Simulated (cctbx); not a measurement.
## What is wrong with this refinement?

Cell a = 9.6820 Å, b = 9.6820 Å, c = 9.6820 Å, α = 90.00°, β = 90.00°, γ = 90.00°; space group I-43d (no. 220). The compound is Sm3Fe3Sb4.

The data are simulated with cctbx, not measured: Mo Kα, λ = 0.71073 Å, to d = 0.8 Å, 95 % of the full sphere, strongest reflection 20000 counts, noise from counting, a 4 % proportional error and a noise floor of 2 counts (s.d.); no absorption.

An anisotropic refinement with weights 1/σ² prints:

```text
Rint 0.036, 161 unique reflections to 0.80 A
cycle     R1     wR2    GooF  max shift (A)
   1  0.1947  0.4479  36.052   0.01188
   2  0.1905  0.4204  33.839   0.00041
final R1 0.1903 wR2 0.4204 GooF 33.837  parameters 5  data/parameter 32.2
atom        x        y        z      Ueq    occ   su(xyz)  su(Uiso or U11)
Sm1    0.50000  0.25000  0.12500   0.0109  1.000  0.00000  0.0030
Sb1    0.17157  0.17157  0.17157   0.0053  1.000  0.00044  0.0023
difference map: max 51.49 min -5.97 rms 3.71
Q1    0.0000  0.2500  0.3750   12   53.06  2.69 A from Sb1
Q2    0.0000  0.2500  0.8750   12   36.64  0.00 A from Sm1
Q3    0.0867  0.4133  0.5867   16   20.63  0.14 A from Sb1
Q4    0.0000  0.2500  0.1350   24    9.65  1.86 A from Sb1
Q5    0.0512  0.3256  0.4420   48    8.25  1.64 A from Sb1
Q6    0.9970  0.0189  0.3743   48    6.64  1.70 A from Sm1
```

Q: Accept it or mend it, and why?

Mend it. The fault: an atom left out, Fe at (0, 3/4, 1/8). Against the right model at the same level, R1 goes from 0.0050 to 0.1903 and GooF from 1.01 to 33.84, U of Sb1 shrinks from 0.0128 to 0.0053 Å² and the top difference peak, 53.1 e/Å³, lies 2.69 Å from Sb1. Q1 is the missing atom. With scattering power missing, scale and phases suffer, so peaks may also grow on the heavy atoms.

The compound is Sm3Fe3Sb4. The right model at the same level gives:

```text
Rint 0.036, 161 unique reflections to 0.80 A
cycle     R1     wR2    GooF  max shift (A)
   1  0.0050  0.0127   1.026   0.00006
   2  0.0050  0.0124   1.006   0.00000
final R1 0.0050 wR2 0.0124 GooF 1.006  parameters 7  data/parameter 23.0
atom        x        y        z      Ueq    occ   su(xyz)  su(Uiso or U11)
Sm1    0.50000  0.25000  0.12500   0.0145  1.000  0.00000  0.0001
Sb1    0.17089  0.17089  0.17089   0.0128  1.000  0.00001  0.0001
Fe1    0.00000  0.75000  0.12500   0.0172  1.000  0.00000  0.0002
Flack x: 0.022(14)
Hooft y: -0.000(12)  Bijvoet pairs: 66
difference map: max 0.18 min -0.19 rms 0.06
Q1    0.0374  0.2088  0.6091   48    0.18  1.71 A from Sb1
Q2    0.0878  0.3657  0.1184   48    0.18  1.86 A from Sm1
Q3    0.0101  0.4434  0.1092   48    0.17  1.84 A from Sm1
Q4    0.0078  0.1758  0.4343   48    0.15  0.92 A from Fe1
Q5    0.0259  0.0259  0.0259   16    0.15  1.76 A from Sb1
Q6    0.0116  0.3201  0.9226   48    0.15  0.83 A from Sm1
```

This is a model crystal, built by substitution and not relaxed, with assumed displacement parameters.

[Middle refinement cycles are left out of these outputs.]

[Logs are printed without paths, hosts, clocks, repeated set-up lines and the standing remarks that a program may print on its own settings, such as how far it seeks lower states.]
